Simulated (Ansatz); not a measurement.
# Charge trapping in a frame of liquid (Cs,K,Rb)(I,F) from 1300 K (108 atoms), part 2 of 4

Aim: add and remove one electron in a frame of liquid (Cs,K,Rb)(I,F) from 1300 K (108 atoms), with atoms held and relaxed, and read trapping energy and localisation.

Ansatz 0.2.0; Kohn-Sham DFT, PBE, PAW (set soft_2, large core), plane waves.

The cell: 22 Cs, 22 K, 10 Rb, 40 I and 14 F. The network of bonds at the start is that of the classical potential that made the cell. The ion parameters were fitted for water, not for melts. The Brillouin zone is sampled at Γ only, in a cell whose shortest periodic width is 18 Å. The levels lack spin–orbit coupling.

So far. Step 2 (Single point at the start): The r.m.s. force at the start is 0.42 eV/Å. Step 3 (Relaxation): The relaxation converged after 29 steps, 14.8 eV below its start, with a largest force component of 0.024 eV/Å.

### Step 4. Single point at the relaxed geometry

The electronic structure is read at the final geometry, in a run of its own.

Contents of input.yaml:

```yaml
crystal:
  lattice:
    - [18.0892, 0.0, 0.0]
    - [0.0, 18.0892, 0.0]
    - [0.0, 0.0, 18.0892]
  atoms:
    - { symbol: Cs, position: [0.95065, 0.28628, 0.62021] }
    - { symbol: Cs, position: [0.30039, 0.73943, 0.35971] }
    - { symbol: Cs, position: [0.35436, 0.3478, 0.88442] }
    - { symbol: Cs, position: [0.5535, 0.81571, 0.66413] }
    - { symbol: Cs, position: [0.02091, 0.67554, 0.46258] }
    - { symbol: Cs, position: [0.26396, 0.1214, 0.31053] }
    [... 96 atom lines left out ...]
    - { symbol: F, position: [0.6772, 0.75755, 0.32695] }
    - { symbol: F, position: [0.7796, 0.13469, 0.94115] }
    - { symbol: F, position: [0.06843, 0.25506, 0.72057] }
    - { symbol: F, position: [0.71351, 0.60187, 0.4527] }
    - { symbol: F, position: [0.41886, 0.4599, 0.79398] }
    - { symbol: F, position: [0.17427, 0.99607, 0.64397] }
kpoints:
  mp_grid: { grid: [1, 1, 1] }
hamiltonian:
  xc: pbe
  pseudopotentials: { kind: paw, core: large }
scf:
  occupations: { method: fermi_dirac, width: 0.112 }
output:
  forces: true
  stress: true
  populations: true
  dos:
    method: { smearing: { sigma: 0.08 } }
    de: 0.1
    projected: { site_lists: { Cs: [Cs], F: [F], I: [I], K: [K], Rb: [Rb] } }
  eigenvalues: true
  write_density: true
  write_potential: true
  volumetric_format: npy
  elf: true
```

The run is started by

```console
$ ansatz run input.yaml --threads 11 --pin off --max-ram 102400MiB --backend cuda --events-out ev --progress --plain --runs-dir out
```

Log:

```text
[...]
GPU FFT provider: cuFFT
GPU libraries: cuBLAS 13.8.2, cuFFT 12.4.0, cuSOLVER 12.3.4
Crystal: 108 atoms, lattice volume = 5919.133 Å³
Basis set: ecut = 420 eV, 115505 PW (Γ), exchange–correlation on 250×250×250 points (8 copies of the dense FFT grid, shifted against one another)
Bands: 545, of which v1, the nominal top of the filled ones, is band 432 counted from 1 (431 counted from 0)
Symmetry: 1 space group operations
[...]
k-points: 1
[...]
GPU buffer pool allocated for 1953125 grid points (all kernels)
[...]
SCF iter   1: F=—  HF=-409815.495531 eV  |F-HF|=—  |Δ(HF+E_count)|=         —  Δρ=2.22e-1  dr2=7.66e3  ethr=3.10e-3  ⟨swp⟩=14.0  Hψ=4170  notcnv=0
[...]
SCF iter  20: F=-409437.083442 eV  HF=-409437.083442 eV  |F-HF|=1.75e-9  |Δ(HF+E_count)|=   1.36e-7  Δρ=1.07e-6  dr2=4.45e-8  ethr=1.16e-11  ⟨swp⟩=45.0  Hψ=8352  notcnv=0
SCF 1 converged in 20 iterations: F = -409437.083442 eV  dr2 = 4.45e-8
[...]
WARN: The input density's exchange-correlation potential varies sharply where the density is thin. Do not read a vacuum level from v_tot or v_xc, or from such a field of the output density. On a cell that repeats whose density bears no net charge and no dipole along the vacuum's axis use v_es (v_loc + v_h of the components); [...]
SCF converged after 20 iterations
Free energy (F): -409437.083442 eV
[...]
Internal energy: -409437.083433 eV  (E = F + TS)
E sigma→0 (E₀):  -409437.083438 eV
Entropy (-TS):   -0.000009 eV (-0.000 meV/atom)
Fermi energy:    2.242952 eV
[...]
--- Forces (eV/Å), atoms counted from 1 ---
  atom   1  Cs    -0.00104866     0.00466609     0.00904355
  atom   2  Cs    -0.00616411    -0.01533417     0.02282557
  atom   3  Cs     0.00230233    -0.00124773     0.01265854
  atom   4  Cs     0.01420673     0.00388962    -0.01540554
  atom   5  Cs    -0.00176603     0.00270560     0.00616402
  atom   6  Cs    -0.00787700     0.00726234    -0.00641355
  atom   7  Cs    -0.01539800    -0.00864975    -0.00179575
  atom   8  Cs     0.00014604    -0.00294892     0.00199756
  atom   9  Cs     0.00325874    -0.00069036    -0.00127735
  atom  10  Cs     0.01694368    -0.00087805    -0.00614147
  atom  11  Cs    -0.01003634    -0.00707227    -0.00356755
  atom  12  Cs     0.00128563    -0.00549261    -0.00104071
  atom  13  Cs     0.00341543    -0.00842199    -0.00071255
  atom  14  Cs     0.00601371    -0.00598974     0.00592623
[...]
atom 107  F     -0.00407380     0.00197410    -0.00351655
  atom 108  F      0.01858328    -0.02417775     0.00963870
  max |Σ_I F_I| component: 1.04e-5 eV/Å
--- Stress (GPa, compression-positive) ---
       -0.158228      -0.023474      -0.025252
       -0.023474      -0.262588      -0.016932
       -0.025252      -0.016932      -0.157215
  P = ⅓ Tr σ = -0.1927 GPa (-1.927 kbar)
--- Band table (eV) ---
[...]
--- Löwdin populations: 108 sites ---
  site symbol       q [e]
     0     Cs      8.2147
     1     Cs      8.2356
     2     Cs      8.2115
[...]
107      F      7.8023
  spilling = 0.004210 (of n_electrons = 864.000000)
```

Wall time 8 s (1 × NVIDIA H100 80GB HBM3 with 11 threads of AMD EPYC 7R13 (Zen 3), shared host); peak memory 2.5 GiB.

That memory is the host's; the program planned 11.6 GiB on the GPU.

The program notes that the exchange-correlation potential is rough where the density is thin.

Read from the output:

- free energy: -409437.0834 eV
- free energy per atom: -3791.0841 eV/atom
- SCF cycles: 20
- pressure: -0.1927 GPa
- r.m.s. force component: 0.0084 eV/Å
- longest force: 0.03198 eV/Å
- Fermi energy: 2.243 eV
- gap (highest filled to lowest empty level): 3.167 eV
- spilling of the projection: 0.00421

Löwdin charges by element and coordination (they lack the spilled electrons, 0.034 e an atom on average):

| element | coordination | atoms | mean charge (e) | spread | least | most |
| --- | --- | --- | --- | --- | --- | --- |
| Cs | all | 22 | 0.791 | 0.0312 | 0.737 | 0.857 |
| Cs | 4 | 3 | 0.824 | 0.0092 | 0.814 | 0.836 |
| Cs | 5 | 9 | 0.791 | 0.0327 | 0.758 | 0.857 |
| Cs | 6 | 8 | 0.777 | 0.0272 | 0.737 | 0.834 |
| Cs | 7 | 2 | 0.795 | 0.0175 | 0.778 | 0.813 |
| F | all | 14 | -0.805 | 0.0021 | -0.808 | -0.802 |
| F | 4 | 13 | -0.805 | 0.002 | -0.808 | -0.802 |
| F | 5 | 1 | -0.802 | 0 | -0.802 | -0.802 |
| I | all | 40 | -0.67 | 0.0131 | -0.702 | -0.642 |
| I | 4 | 5 | -0.685 | 0.0156 | -0.702 | -0.658 |
| I | 5 | 16 | -0.675 | 0.0096 | -0.691 | -0.646 |
| I | 6 | 14 | -0.666 | 0.0065 | -0.675 | -0.654 |
| I | 7 | 5 | -0.652 | 0.0069 | -0.662 | -0.642 |
| K | all | 22 | 0.752 | 0.0258 | 0.705 | 0.804 |
| K | 4 | 5 | 0.769 | 0.0212 | 0.743 | 0.804 |
| K | 5 | 15 | 0.744 | 0.0235 | 0.705 | 0.780 |
| K | 6 | 2 | 0.764 | 0.0257 | 0.738 | 0.790 |
| Rb | all | 10 | 0.778 | 0.0325 | 0.714 | 0.818 |
| Rb | 4 | 3 | 0.801 | 0.0075 | 0.795 | 0.811 |
| Rb | 5 | 4 | 0.778 | 0.0273 | 0.742 | 0.818 |
| Rb | 6 | 3 | 0.754 | 0.0371 | 0.714 | 0.803 |

Density of states as counts of states in windows of 1 eV (from the Fermi level), total and the larger projections:

| from (eV) | to (eV) | total | I p | Cs p | F p | I s | K p | Rb p |
| --- | --- | --- | --- | --- | --- | --- | --- | --- |
| -14 | -13 | 70.6 | 0.1 | 0.0 | 0.3 | 0.4 | 69.6 | 0.0 |
| -13 | -12 | 64.5 | 0.0 | 0.4 | 0.0 | 58.7 | 1.0 | 1.6 |
| -12 | -11 | 67.3 | 0.2 | 0.1 | 0.2 | 16.7 | 0.2 | 49.4 |
| -11 | -10 | 8.6 | 0.0 | 0.0 | 0.1 | 0.1 | 0.0 | 8.4 |
| -10 | -9 | 50.1 | 0.4 | 49.2 | 0.1 | 0.2 | 0.0 | 0.0 |
| -9 | -8 | 81.9 | 0.6 | 79.9 | 0.7 | 0.3 | 0.0 | 0.0 |
| -8 | -4 | 0.0 | 0.0 | 0.0 | 0.0 | 0.0 | 0.0 | 0.0 |
| -4 | -3 | 79.7 | 1.6 | 0.7 | 74.3 | 0.0 | 0.3 | 0.2 |
| -3 | -2 | 208.8 | 191.9 | 1.0 | 6.1 | 0.2 | 0.3 | 0.2 |
| -2 | -1 | 35.5 | 34.7 | 0.1 | 0.1 | 0.0 | 0.0 | 0.0 |
| -1 | 1 | 0.0 | 0.0 | 0.0 | 0.0 | 0.0 | 0.0 | 0.0 |
| 1 | 2 | 2.0 | 0.0 | 0.0 | 0.0 | 0.2 | 0.0 | 0.0 |
| 2 | 3 | 31.7 | 1.7 | 0.1 | 0.1 | 1.3 | 0.0 | 0.0 |
| 3 | 4 | 114.4 | 2.8 | 0.2 | 0.3 | 0.9 | 0.1 | 0.0 |

The curve was stored every 0.10 eV, coarse against its broadening of 0.08 eV, so these counts are rough.

Between -26 and -14 eV lie 133 more states.

The levels nearest the highest filled one (over half full), pooled over k-points and spins:

| level less the highest filled one (eV) | occupation |
| --- | --- |
| -0.282 | 2 |
| -0.270 | 2 |
| -0.250 | 2 |
| -0.228 | 2 |
| -0.0824 | 2 |
| 0 | 2 |
| 3.17 | 0 |
| 3.79 | 0 |
| 3.92 | 0 |
| 3.94 | 0 |
| 3.97 | 0 |
| 4.07 | 0 |

Valence density in the ac plane at fractional y = 0.279, with atoms of Cs and K and Rb and I and F within 0.2 Å of it. It is the smooth field of the valence electrons, not physical close to the nuclei.

Values in units of 1e0 e/Å³, 13 rows by 16 columns, each cell a mean:
```
0.1 0.3 0.0 0.1 0.1 0.1 0.0 0.0 0.0 0.0 0.1 2.4 0.9 0.0 0.0 0.0
0.6 1.0 0.2 0.0 0.0 0.2 0.1 0.0 0.3 0.4 0.1 0.5 0.2 0.3 0.2 0.1
0.1 0.2 0.0 0.0 0.1 0.0 0.0 0.0 0.4 0.5 0.2 0.0 0.1 0.5 0.5 0.1
0.6 1.6 0.1 0.0 0.0 0.0 0.0 0.0 0.0 0.1 0.0 0.0 0.0 0.1 0.1 0.1
0.3 0.1 0.1 0.0 0.0 0.0 0.0 0.0 0.0 0.0 0.0 0.0 0.0 0.0 0.5 0.7
0.1 0.0 0.0 0.0 0.0 0.0 0.0 0.1 0.1 0.1 0.1 0.0 0.0 0.0 0.4 0.6
0.0 0.1 0.1 0.0 0.0 0.0 0.3 0.1 0.0 0.2 0.3 0.1 0.3 0.3 0.1 0.0
0.0 0.0 0.1 0.0 0.1 0.4 2.6 0.3 0.0 0.0 0.0 0.1 0.5 0.5 0.1 0.0
0.6 0.1 0.1 0.1 4.3 0.8 0.1 0.1 0.0 0.0 0.0 0.0 0.1 0.1 0.0 0.1
0.5 0.1 0.0 0.0 0.2 0.2 0.1 0.2 0.1 0.0 0.0 0.0 0.0 0.0 0.0 0.0
0.9 0.8 0.0 0.0 0.0 0.1 0.0 0.1 0.1 0.0 0.0 0.1 0.4 0.3 0.0 0.0
0.9 0.8 0.1 0.4 0.4 0.1 0.0 0.0 0.0 0.0 0.0 0.2 0.5 0.4 0.0 0.0
0.0 0.0 0.1 0.5 0.4 0.1 0.0 0.0 0.0 0.0 0.0 0.1 0.1 0.0 0.0 0.0
```
Columns run along a (18.1 Å), rows up along c (18.1 Å). Atoms in or near the plane, at fractional coordinates: Cs at (0.95, 0.62), K at (0.73, 0.94), Rb at (0.05, 0.15), I at (0.24, 0.06), F at (0.29, 0.34).

Electrostatic potential energy in the ac plane at fractional y = 0.279, with atoms of Cs and K and Rb and I and F within 0.2 Å of it. With pseudopotentials it is smooth inside the atoms' cores, unlike the true potential.

Ten even steps from '0' (-42 eV) to '9' (6 eV), each cell a mean:
```
99999999999999999999999999999863247999999999
97656799999999988999999999999850016899999999
85343589999999878899999977899987678999999999
86445789999999888899998400069999999973248999
99989999999999999999999500169999999830005999
99999999999999999999999988999999999985468999
99537999999999999999999999999999999999999999
99989998899999999999999999999999999999987667
68999999999999999999999999999999999999864444
68999999999999999999999999999999999999864444
89999999999999999999999999888899999999997667
99999999999999999999999998766899999999999999
99999999999999987668999999888999984226999999
99999999999999972004899999999999960003899999
99999988899999985336899999999999997568999999
99999998999611799999999999999999999999999999
96899999999855999999999999999999999999999999
99999999999999999999999999999999999999999999
99889999999998888999999999999999999999999999
73126899999999889999999999999999975579999998
50003899998999999999999999999999820028999998
86568999721148999999999999999999964369999999
99999999501007999999999999999999999999999999
99999999853469999999999999999998899999999999
```
Columns run along a (18.1 Å; values clipped at the 3rd and 97th percentile), rows up along c (18.1 Å). Atoms in or near the plane, at fractional coordinates: Cs at (0.95, 0.62), K at (0.73, 0.94), Rb at (0.05, 0.15), I at (0.24, 0.06), F at (0.29, 0.34).

The highest filled and lowest empty levels differ by 3.17 eV (at Γ alone); a semilocal functional tends to put such gaps too low. In a disordered cell it changes from sample to sample and from frame to frame. Mean Löwdin charges: Cs +0.79, F -0.80, I -0.67, K +0.75, Rb +0.78 e (they miss 0.42 % of the electrons, so they add up to more than the cell's charge).

### Step 5. An extra electron, atoms held

The electron count changes by one with the atoms held: a vertical process, on a uniform background, with spin and a narrow Fermi–Dirac smearing. Its energy against the neutral cell hangs on the program's zero of potential.

Contents of input.yaml:

```yaml
crystal:
  lattice:
    - [18.0892, 0.0, 0.0]
    - [0.0, 18.0892, 0.0]
    - [0.0, 0.0, 18.0892]
  atoms:
    [... the 108 atom lines of step 4 ...]
total_charge: -1
kpoints:
  mp_grid: { grid: [1, 1, 1] }
hamiltonian:
  xc: pbe
  pseudopotentials: { kind: paw, core: large }
scf:
  occupations: { method: fermi_dirac, width: 0.01 }
  lower_state_search: "off"
output:
  forces: true
  stress: true
  populations: true
  dos:
    method: { smearing: { sigma: 0.1 } }
    de: 0.1
    projected: { site_lists: { Cs: [Cs], F: [F], I: [I], K: [K], Rb: [Rb] } }
  eigenvalues: true
  write_density: true
  write_potential: true
  volumetric_format: npy
magnetization:
  spin_polarized: true
  initial_magnetization: 1
```

Log:

```text
[...]
GPU FFT provider: cuFFT
GPU libraries: cuBLAS 13.8.2, cuFFT 12.4.0, cuSOLVER 12.3.4
Crystal: 108 atoms, lattice volume = 5919.133 Å³
Basis set: ecut = 420 eV, 115505 PW (Γ), exchange–correlation on 250×250×250 points (8 copies of the dense FFT grid, shifted against one another)
Bands: 541, of which v1, the nominal top of the filled ones, is band 433 counted from 1 (432 counted from 0)
Symmetry: 1 space group operations
[...]
k-points: 1
[...]
Starting moments: Σ|m| = 1 μB on 108 of 108 sites
[...]
GPU buffer pool allocated for 1953125 grid points (all kernels)
[...]
SCF iter   1: F=—  HF=-409825.460067 eV  |F-HF|=—  |Δ(HF+E_count)|=         —  Δρ=1.12e-1 (↑1.12e-1 ↓1.12e-1)  dr2=7.82e3  dr2_m=5.38e-3  M=1.000 μB ∫|m|=1.004 μB  β_m=1.00  ethr=3.10e-3  ⟨swp⟩=13.0  Hψ=6776  notcnv=0  defer=78
[...]
spin=Collinear: Kerker preconditioning applied to the charge; magnetization (m = ρ↑ − ρ↓) channel mixes plain (no charge-response kernel on spin).
SCF iter   2: F=—  HF=-409507.342099 eV  |F-HF|=—  |Δ(HF+E_count)|=         —  Δρ=3.92e-2 (↑3.91e-2 ↓3.92e-2)  dr2=2.43e2  dr2_m=3.88e-3  M=0.147 μB ∫|m|=0.200 μB  β_m=0.30  ethr=3.10e-3  ⟨swp⟩=20.0  Hψ=10687  notcnv=0  defer=183
[...]
SCF iter   7: F=—  HF=-409435.042570 eV  |F-HF|=—  |Δ(HF+E_count)|=   8.19e-1  Δρ=1.48e-3 (↑1.46e-3 ↓1.48e-3)  dr2=5.30e0  dr2_m=1.82e-4  M=0.051 μB ∫|m|=0.068 μB  β_m=0.30  ethr=1.06e-3  ⟨swp⟩=6.5  Hψ=1886  notcnv=0  defer=206
[...]
spin-set hold released at iteration 7 (site moments contracting): the magnetisation degrees of freedom join the quasi-Newton model from the next iteration; the mixer history was flushed
SCF iter   8: F=—  HF=-409434.955713 eV  |F-HF|=—  |Δ(HF+E_count)|=   8.69e-2  Δρ=1.08e-3 (↑1.06e-3 ↓1.08e-3)  dr2=4.92e0  dr2_m=1.02e-4  M=0.055 μB ∫|m|=0.066 μB  β_m=0.61  ethr=6.13e-4  ⟨swp⟩=1.5  Hψ=1066  notcnv=0  defer=206
SCF iter   9: F=—  HF=-409434.590889 eV  |F-HF|=—  |Δ(HF+E_count)|=   3.65e-1  Δρ=1.11e-3 (↑1.11e-3 ↓1.09e-3)  dr2=3.60e0  dr2_m=4.38e-5  M=-0.014 μB ∫|m|=0.024 μB  β_m=0.47  ethr=5.68e-4  ⟨swp⟩=6.0  Hψ=1245  notcnv=0  defer=206
[...]
SCF iter  38: F=-409433.336197 eV  HF=-409433.336197 eV  |F-HF|=9.59e-8  |Δ(HF+E_count)|=   6.18e-8  Δρ=2.69e-7 (↑2.49e-7 ↓2.69e-7)  dr2=7.81e-8  dr2_m=1.81e-9  M=0.001 μB ∫|m|=0.001 μB  β_m=0.95  ethr=1.16e-11  ⟨swp⟩=43.5  Hψ=15624  notcnv=0
SCF iter  39: F=-409433.336197 eV  HF=-409433.336197 eV  |F-HF|=4.69e-8  |Δ(HF+E_count)|=   1.90e-8  Δρ=1.52e-7 (↑1.52e-7 ↓1.52e-7)  dr2=5.70e-8  dr2_m=2.16e-12  M=-0.000 μB ∫|m|=0.000 μB  ethr=9.03e-12  ⟨swp⟩=7.5  Hψ=5631  notcnv=0
WARN: the starting moments were not kept: the SCF closed with an absolute magnetisation of 2.6e-5 μB, where they sum to 1 μB in size (108 sites). That is at most 0.1 of that sum. Measured as dr2_m measures the in/out step, that magnetisation stands 4.1e-13 eV from none, [...]
SCF 1 converged in 39 iterations: F = -409433.336197 eV  dr2 = 5.70e-8
[...]
SCF converged after 39 iterations
Magnetization: -0.0000 μB (432.5000 up, 432.5000 down)
Absolute magnetization: 0.0000 μB (∫|ρ↑−ρ↓|, with the PAW one-centre terms)
[...]
Per-site moments (μB) at R_I (Å): [(-2.495351e-8, 1.177899), (-7.594767e-8, 1.580566), (-2.394362e-8, 1.177595), (-5.392146e-8, 1.513664), (-3.114127e-8, [...]
Free energy (F): -409433.336197 eV
[...]
Internal energy: -409433.322334 eV  (E = F + TS)
E sigma→0 (E₀):  -409433.329266 eV
Entropy (-TS):   -0.013863 eV (-0.128 meV/atom)
Fermi energy:    3.750602 eV
[...]
Σ components = -409433.336197   (vs F -409433.336197, Δ=0.00e0)
--- Forces (eV/Å), atoms counted from 1 ---
  atom   1  Cs    -0.01358823     0.00605686     0.00106809
  atom   2  Cs    -0.00907183    -0.01445188     0.02213230
  atom   3  Cs     0.00094130    -0.00183151     0.01219878
  atom   4  Cs     0.01344169     0.01085848    -0.01694479
[...]
atom 108  F      0.02096688    -0.02040928     0.01379394
  max |Σ_I F_I| component: 6.20e-5 eV/Å
--- Stress (GPa, compression-positive) ---
       -0.175346      -0.022683      -0.024425
       -0.022683      -0.280429      -0.017239
       -0.024425      -0.017239      -0.175892
  P = ⅓ Tr σ = -0.2106 GPa (-2.106 kbar)
--- Band table (eV) ---
[...]
--- Löwdin populations: 108 sites ---
  site symbol       q [e]    m [muB]
     0     Cs      8.2315    -0.0000
     1     Cs      8.2565    -0.0000
     2     Cs      8.2246    -0.0000
[...]
107      F      7.8031    -0.0000
  spilling = 0.004254 (of n_electrons = 865.000000)
```

Run time: 12 s. Hardware: 1 × NVIDIA H100 80GB HBM3 with 11 threads; peak memory 2.7 GiB.

That memory is the host's; the program planned 19 GiB on the GPU.

The program notes that starting moments were not kept.

An extra electron, atoms held: the energy stands 3.75 eV above that of the reference. An odd electron should give 1 μB; this run ended with the carrier shared between both spins.

The levels nearest the highest filled one (over half full), pooled over k-points and spins:

| level less the highest filled one (eV) | occupation |
| --- | --- |
| -3.18 | 1 |
| -3.18 | 1 |
| 0 | 0.5 |
| 0 | 0.5 |
| 0.64 | 0 |
| 0.64 | 0 |
| 0.753 | 0 |
| 0.753 | 0 |

(Continued in part 3 of 4.)

[Long decimals in the printed logs are rounded to 6 places.]

[Logs are printed without paths, hosts, clocks, repeated set-up lines and the standing remarks that a program may print on its own settings, such as how far it seeks lower states.]

[Hosts, paths, dates, database ids (printed as entryN), source tags and the programs' standing remarks are cut or masked in the printed files.]
